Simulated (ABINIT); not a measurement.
# SiPbS3 (Pm-3m): zone-centre phonons, part 2 of 3

Which modes does SiPbS3 (Pm-3m) have at the zone centre?

ABINIT 10.8.3; DFT LDA, scalar-relativistic, plane waves, HGH norm-conserving pseudopotentials.

So far. Step 4 (Relaxation): The volume changes by +1.3 % in this run and stands +10.5 % from the first cell. Step 5 (Ground state): The cell stands at -0.63 GPa: the relaxation ran with a smoothed and higher cutoff, and the difference is a stress of the finite basis. The relaxed cell has a = 4.539 Å (conventional setting).

The structure was built from a prototype and need not be the compound's stable phase.

### 6. Linear response at Γ

At q = 0 one unit cell holds all displacements. The response is solved for single atoms along the cell's directions, and symmetry skips those that follow from others. The crystal is treated as a metal, which screens a static field, so no field response is asked.

dfpt_gamma.abi

```

# common to the responses
getwfk_filepath "gso_WFK"
kptopt 2
nqpt 1
qpt 0.0 0.0 0.0
asr 0
chneut 0

# displacements
rfphon 1
rfatpol 1 5
rfdir 1 1 1
tolvrs 1.0d-10
prtwf 0

# basis, mesh and filling
ecut 24.0
ixc 7
ngkpt 6 6 6
nshiftk 1
shiftk 0.0 0.0 0.0
istwfk *1
occopt 7
tsmear 0.01
nband 20
nstep 100
diemac 1000000.0
prtebands 0
prtgsr 0

# cell and atoms
acell 3*1.0 Angstrom
rprim 
    4.53927383 0.0 0.0
    0.0 4.53927383 0.0
    0.0 0.0 4.53927383
ntypat 3
znucl 82 14 16
natom 5
typat 1 2 3 3 3
xred 
    0.0 0.0 0.0
    0.5 0.5 0.5
    0.5 0.5 0.0
    0.5 0.0 0.5
    0.0 0.5 0.5
pp_dirpath "./pseudo"
pseudos "Pb.hgh, Si.hgh, S.hgh"
```

Launch:

```console
$ OMP_NUM_THREADS=1 mpirun -n 4 abinit dfpt_gamma.abi > dfpt_gamma.log
```

Numbers of over 12 decimals in the logs are rounded to 6 here.

dfpt_gamma.abo, the main output file:

```text
[banners, grids, parts of the stress and lines that vanish by symmetry left out]
- input  file    -> dfpt_gamma.abi
- output file    -> dfpt_gamma.abo
- root for input  files -> dfpt_gammai
- root for output files -> dfpt_gammao

 Symmetries : space group Pm -3 m (#221); Bravais cP (primitive cubic)
================================================================================
 Values of the parameters that define the memory need of the present run (RF).
     intxc =       0      iscf =       7    lmnmax =       6     lnmax =       6
     mgfft =      40  mpssoang =       3    mqgrid =    3001     natom =       5
  nloc_mem =       1    nspden =       1   nspinor =       1    nsppol =       1
      nsym =      48    n1xccc =       0    ntypat =       3    occopt =       7
   xclevel =       1
-    mband =          20        mffmem =           1         mkmem =          28
-   mkqmem =          28        mk1mem =          28           mpw =        3596
      nfft =       64000          nkpt =         112
- my_mband =          20
================================================================================
================================================================================

--------------------------------------------------------------------------------
------------- Echo of variables that govern the present computation ------------
--------------------------------------------------------------------------------
-
- outvars: echo of selected default values
-   iomode0 =  0 , fftalg0 =312 , wfoptalg0 =  0
-
- outvars: echo of global parameters not present in the input file
-  max_nthreads =    1
-
 -outvars: echo values of preprocessed input variables
 [... echo left out ...]
================================================================================

 chkinp: Checking input parameters for consistency.

[...]
== DATASET  1 ==================================================================
-   mpi_nproc: 4, omp_nthreads: 1 (-1 if OMP is not activated)

--- !DatasetInfo
iteration_state: {dtset: 1, }
dimensions: {natom: 5, nkpt: 112, mband: 20, nsppol: 1, nspinor: 1, nspden: 1, mpw: 3596, }
cutoff_energies: {ecut:  24.0, pawecutdg:  -1.0, }
electrons: {nelect:   2.60000000E+01, charge:   0.00000000E+00, occopt:   7.00000000E+00, tsmear:   1.00000000E-02, }
meta: {optdriver: 1, rfphon: 1, }
...

 mkfilename: getwfk from: gso_WFK

 Exchange-correlation functional for the present dataset will be:
  LDA: Perdew-Wang 92 LSD fit to Ceperley-Alder data - ixc=7
 Citation for XC functional:
  J.P.Perdew and Y.Wang, PRB 45, 13244 (1992)

 Real(R)+Recip(G) space primitive vectors, cartesian coordinates (Bohr,Bohr^-1):
 R(1)=  8.5779843  0.0000000  0.0000000  G(1)=  0.1165775  0.0000000  0.0000000
 R(2)=  0.0000000  8.5779843  0.0000000  G(2)=  0.0000000  0.1165775  0.0000000
 R(3)=  0.0000000  0.0000000  8.5779843  G(3)=  0.0000000  0.0000000  0.1165775
 Unit cell volume ucvol=  6.3118366E+02 bohr^3
 Angles (23,13,12)=  9.00000000E+01  9.00000000E+01  9.00000000E+01 degrees
 setup1 : take into account q-point for computing boxcut.

 getcut: wavevector=  0.0000  0.0000  0.0000  ngfft=  40  40  40
         ecut(hartree)=     24.000   => boxcut(ratio)=   2.11448

--- Pseudopotential description ------------------------------------------------
- pspini: atom type   1  psp file is ./pseudo/Pb.hgh

- pspini: atom type   2  psp file is ./pseudo/Si.hgh

- pspini: atom type   3  psp file is ./pseudo/S.hgh

   1.14544739E+02                                ecore*ucvol(ha*bohr**3)
--------------------------------------------------------------------------------

 ==>  initialize data related to q vector <==

 The list of irreducible perturbations for this q vector is:
    1)    idir= 1    ipert=   1
    2)    idir= 1    ipert=   2
    3)    idir= 1    ipert=   3
    4)    idir= 3    ipert=   3

[...]
The perturbation idir=   2  ipert=   1 is
 symmetric of a previously calculated perturbation.
 So, its SCF calculation is not needed.

 The perturbation idir=   3  ipert=   1 is
 symmetric of a previously calculated perturbation.
 So, its SCF calculation is not needed.

 The perturbation idir=   2  ipert=   2 is
 symmetric of a previously calculated perturbation.
 So, its SCF calculation is not needed.

 The perturbation idir=   3  ipert=   2 is
 symmetric of a previously calculated perturbation.
 So, its SCF calculation is not needed.

[...]
The perturbation idir=   2  ipert=   5 is
 symmetric of a previously calculated perturbation.
 So, its SCF calculation is not needed.

 The perturbation idir=   3  ipert=   5 is
 symmetric of a previously calculated perturbation.
 So, its SCF calculation is not needed.

--------------------------------------------------------------------------------
 Perturbation wavevector (in red.coord.)   0.000000  0.000000  0.000000
 Perturbation : displacement of atom   1   along direction   1
 Found     8 symmetries that leave the perturbation invariant.

[...]
dfpt_looppert : total number of electrons, from k and k+q
  fully or partially occupied states are    2.600000E+01 and    2.600000E+01.
 Initialisation of the first-order wave-functions :
  ireadwf=   0

--- !BeginCycle
iteration_state: {dtset: 1, }
solver: {iscf: 7, nstep: 100, nline: 4, wfoptalg: 0, }
tolerances: {tolvrs: 1.00E-10, }
...

     iter   2DEtotal(Ha)        deltaE(Ha) residm    vres2
-ETOT  1   28.118244294708     -3.572E+01 9.009E+00 9.291E+04
 ETOT  2 -0.239360     -2.836E+01 1.149E-01 1.409E+03
 ETOT  3  -1.131704     -8.923E-01 4.308E-02 4.368E+02
 ETOT  4  -1.281995     -1.503E-01 5.981E-03 4.252E-01
 ETOT  5  -1.282125     -1.303E-04 1.496E-03 2.316E-02
[...]
At SCF step   11       vres2   =  4.83E-13 < tolvrs=  1.00E-10 =>converged.
[...]
Mean square residual over all n,k,spin=   39.310E-11; max=  28.303E-08

 Thirteen components of 2nd-order total energy (hartree) are
 1,2,3: 0th-order hamiltonian combined with 1st-order wavefunctions
     kin0=   6.64704556E+01 eigvalue=  -1.59731440E+00  local=  -2.93578408E+01
 4,5,6: 1st-order hamiltonian combined with 1st and 0th-order wfs
 loc psp =  -3.12799033E+01  Hartree=   1.41734821E+01     xc=  -7.31760808E+00
 note that "loc psp" includes a xc core correction that could be resolved
 7,8,9: eventually, occupation + non-local contributions
    edocc=   8.91306990E+00     enl0=   1.38332653E+01   enl1=  -9.89551160E+01
 1-9 gives the relaxation energy (to be shifted if some occ is /=2.0)
   erelax=  -6.51175096E+01
 10,11,12 Non-relaxation  contributions : frozen-wavefunctions and Ewald
 fr.local=  -2.53545010E+01 fr.nonlo=   4.62178249E+01  Ewald=   4.29720460E+01
 13,14 Frozen wf xc core corrections (1) and (2)
 frxc 1  =   0.00000000E+00  frxc 2 =   0.00000000E+00
 Resulting in :
 2DEtotal=   -0.1282139733E+01 Ha. Also 2DEtotal=   -0.348887994907E+02 eV
    (2DErelax=   -6.5117509625E+01 Ha. 2DEnonrelax=    6.3835369892E+01 Ha)
    (  non-var. 2DEtotal :   -1.2821397292E+00 Ha)

[...]
Perturbation wavevector (in red.coord.)   0.000000  0.000000  0.000000
 Perturbation : displacement of atom   2   along direction   1
 Found     8 symmetries that leave the perturbation invariant.

[...]
dfpt_looppert : total number of electrons, from k and k+q
  fully or partially occupied states are    2.600000E+01 and    2.600000E+01.
 Initialisation of the first-order wave-functions :
  ireadwf=   0

--- !BeginCycle
iteration_state: {dtset: 1, }
solver: {iscf: 7, nstep: 100, nline: 4, wfoptalg: 0, }
tolerances: {tolvrs: 1.00E-10, }
...

     iter   2DEtotal(Ha)        deltaE(Ha) residm    vres2
-ETOT  1   112.96893836217     -6.968E+00 7.852E-01 2.926E+05
[...]
At SCF step   11       vres2   =  6.13E-12 < tolvrs=  1.00E-10 =>converged.
[...]
Mean square residual over all n,k,spin=   42.616E-16; max=  24.052E-13

 Thirteen components of 2nd-order total energy (hartree) are
 1,2,3: 0th-order hamiltonian combined with 1st-order wavefunctions
     kin0=   1.32720913E+02 eigvalue=  -3.46447332E+00  local=  -1.14680418E+02
 4,5,6: 1st-order hamiltonian combined with 1st and 0th-order wfs
 loc psp =   2.40713231E+01  Hartree=   3.28433934E+01     xc=  -9.59403384E+00
 note that "loc psp" includes a xc core correction that could be resolved
 7,8,9: eventually, occupation + non-local contributions
    edocc=   8.46096804E+00     enl0=   7.24909577E+01   enl1=  -2.61625936E+02
 1-9 gives the relaxation energy (to be shifted if some occ is /=2.0)
   erelax=  -1.18777307E+02
 10,11,12 Non-relaxation  contributions : frozen-wavefunctions and Ewald
 fr.local=  -7.29924514E+01 fr.nonlo=   1.49957637E+02  Ewald=   4.29720460E+01
 13,14 Frozen wf xc core corrections (1) and (2)
 frxc 1  =   0.00000000E+00  frxc 2 =   0.00000000E+00
 Resulting in :
 2DEtotal=    0.1159924606E+01 Ha. Also 2DEtotal=    0.315631564617E+02 eV
    (2DErelax=   -1.1877730663E+02 Ha. 2DEnonrelax=    1.1993723124E+02 Ha)
    (  non-var. 2DEtotal :    1.1599245417E+00 Ha)

[...]
Perturbation wavevector (in red.coord.)   0.000000  0.000000  0.000000
 Perturbation : displacement of atom   3   along direction   1
 Found     4 symmetries that leave the perturbation invariant.

[...]
dfpt_looppert : total number of electrons, from k and k+q
  fully or partially occupied states are    2.600000E+01 and    2.600000E+01.
 Initialisation of the first-order wave-functions :
  ireadwf=   0

--- !BeginCycle
iteration_state: {dtset: 1, }
solver: {iscf: 7, nstep: 100, nline: 4, wfoptalg: 0, }
tolerances: {tolvrs: 1.00E-10, }
...

     iter   2DEtotal(Ha)        deltaE(Ha) residm    vres2
-ETOT  1   369.79606401161     -1.206E+02 1.045E+01 9.199E+05
[...]
At SCF step   12       vres2   =  1.56E-12 < tolvrs=  1.00E-10 =>converged.
[...]
Mean square residual over all n,k,spin=   28.907E-14; max=  33.156E-11

 Thirteen components of 2nd-order total energy (hartree) are
 1,2,3: 0th-order hamiltonian combined with 1st-order wavefunctions
     kin0=   5.45777943E+02 eigvalue=  -2.68147987E+01  local=  -5.20302622E+02
 4,5,6: 1st-order hamiltonian combined with 1st and 0th-order wfs
 loc psp =  -5.72585889E+01  Hartree=   1.48658874E+02     xc=  -4.66072528E+01
 note that "loc psp" includes a xc core correction that could be resolved
 7,8,9: eventually, occupation + non-local contributions
    edocc=   2.02033591E+01     enl0=   3.70405729E+02   enl1=  -9.25383876E+02
 1-9 gives the relaxation energy (to be shifted if some occ is /=2.0)
   erelax=  -4.91321232E+02
 10,11,12 Non-relaxation  contributions : frozen-wavefunctions and Ewald
 fr.local=   6.60144782E+00 fr.nonlo=   4.73373724E+02  Ewald=   1.04527991E+01
 13,14 Frozen wf xc core corrections (1) and (2)
 frxc 1  =   0.00000000E+00  frxc 2 =   0.00000000E+00
 Resulting in :
 2DEtotal=   -0.8932618087E+00 Ha. Also 2DEtotal=   -0.243068920956E+02 eV
    (2DErelax=   -4.9132123225E+02 Ha. 2DEnonrelax=    4.9042797044E+02 Ha)
    (  non-var. 2DEtotal :   -8.9326195285E-01 Ha)

[...]
Perturbation wavevector (in red.coord.)   0.000000  0.000000  0.000000
 Perturbation : displacement of atom   3   along direction   3
 Found     8 symmetries that leave the perturbation invariant.

--------------------------------------------------------------------------------

--------------------------------------------------------------------------------

 dfpt_looppert : total number of electrons, from k and k+q
  fully or partially occupied states are    2.600000E+01 and    2.600000E+01.
 Initialisation of the first-order wave-functions :
  ireadwf=   0

--- !BeginCycle
iteration_state: {dtset: 1, }
solver: {iscf: 7, nstep: 100, nline: 4, wfoptalg: 0, }
tolerances: {tolvrs: 1.00E-10, }
...

     iter   2DEtotal(Ha)        deltaE(Ha) residm    vres2
-ETOT  1   507.97497803118      1.644E+00 2.749E+00 1.222E+06
[...]
ETOT 10   6.564942     -1.376E-10 1.296E-09 1.821E-09
 ETOT 11   6.564942      7.788E-12 8.868E-12 1.910E-11

 At SCF step   11       vres2   =  1.91E-11 < tolvrs=  1.00E-10 =>converged.
[...]
Mean square residual over all n,k,spin=   17.204E-15; max=  88.684E-13

 Thirteen components of 2nd-order total energy (hartree) are
 1,2,3: 0th-order hamiltonian combined with 1st-order wavefunctions
     kin0=   5.20598630E+02 eigvalue=  -1.50100404E+01  local=  -4.62754907E+02
 4,5,6: 1st-order hamiltonian combined with 1st and 0th-order wfs
 loc psp =  -9.87742755E+01  Hartree=   1.62048652E+02     xc=  -4.50018914E+01
 note that "loc psp" includes a xc core correction that could be resolved
 7,8,9: eventually, occupation + non-local contributions
    edocc=   3.82060967E+01     enl0=   3.01679987E+02   enl1=  -9.00758778E+02
 1-9 gives the relaxation energy (to be shifted if some occ is /=2.0)
   erelax=  -4.99766527E+02
 10,11,12 Non-relaxation  contributions : frozen-wavefunctions and Ewald
 fr.local=  -1.05762535E+02 fr.nonlo=   4.57204869E+02  Ewald=   1.54889136E+02
 13,14 Frozen wf xc core corrections (1) and (2)
 frxc 1  =   0.00000000E+00  frxc 2 =   0.00000000E+00
 Resulting in :
 2DEtotal=    0.6564942139E+01 Ha. Also 2DEtotal=    0.178641176239E+03 eV
    (2DErelax=   -4.9976652677E+02 Ha. 2DEnonrelax=    5.0633146891E+02 Ha)
    (  non-var. 2DEtotal :    6.5649421769E+00 Ha)

[...]
---- first-order wavefunction calculations are completed ----

 ==> Compute Derivative Database <==

 [... matrices left out ...]
  Phonon wavevector (reduced coordinates) :  0.00000  0.00000  0.00000
 Phonon energies in Hartree :
  -6.875551E-04 -6.875551E-04 -6.875551E-04 -4.892303E-04 -4.892303E-04
  -4.892303E-04 -1.427283E-04 -1.427283E-04 -1.427283E-04  1.539881E-05
   1.539881E-05  1.539881E-05  1.450852E-03  1.450852E-03  1.450852E-03
 Phonon frequencies in cm-1    :
- -1.509009E+02 -1.509009E+02 -1.509009E+02 -1.073736E+02 -1.073736E+02
- -1.073736E+02 -3.132525E+01 -3.132525E+01 -3.132525E+01  3.379649E+00
-  3.379649E+00  3.379649E+00  3.184252E+02  3.184252E+02  3.184252E+02

== END DATASET(S) ==============================================================
================================================================================

 -outvars: echo values of variables after computation
            acell      1.8897261259E+00  1.8897261259E+00  1.8897261259E+00 Bohr
           etotal      6.5649421395E+00
            fcart      0.0000000000E+00  0.0000000000E+00  0.0000000000E+00
           strten      0.0000000000E+00  0.0000000000E+00  0.0000000000E+00
================================================================================
```

Wall time 3.4 min (4 MPI ranks of Arm Neoverse N1, shared host).

Numbers from this step:

```yaml
largest_acoustic_frequency_at_the_zone_centre_before_the_sum_rule: 3.38 cm⁻¹
highest_optical_zone_centre_mode_no_lo_to_term: 318.4 cm⁻¹
lowest_optical_zone_centre_mode: -150.9 cm⁻¹
```

The acoustic modes at Γ come out as far as 3.4 cm⁻¹ from zero, where they should vanish, a small numerical error. The lowest optical mode is imaginary, 151i cm⁻¹, an instability at this level and on this k mesh.

(Continued in part 3 of 3.)

[Host names and launcher messages were left out of these logs when they were recorded.]

[Logs are printed without paths, hosts, clocks, repeated set-up lines and the standing remarks that a program may print on its own settings, such as how far it seeks lower states.]

[Hosts, paths, dates, database ids (printed as entryN), source tags and the programs' standing remarks are cut or masked in the printed files.]
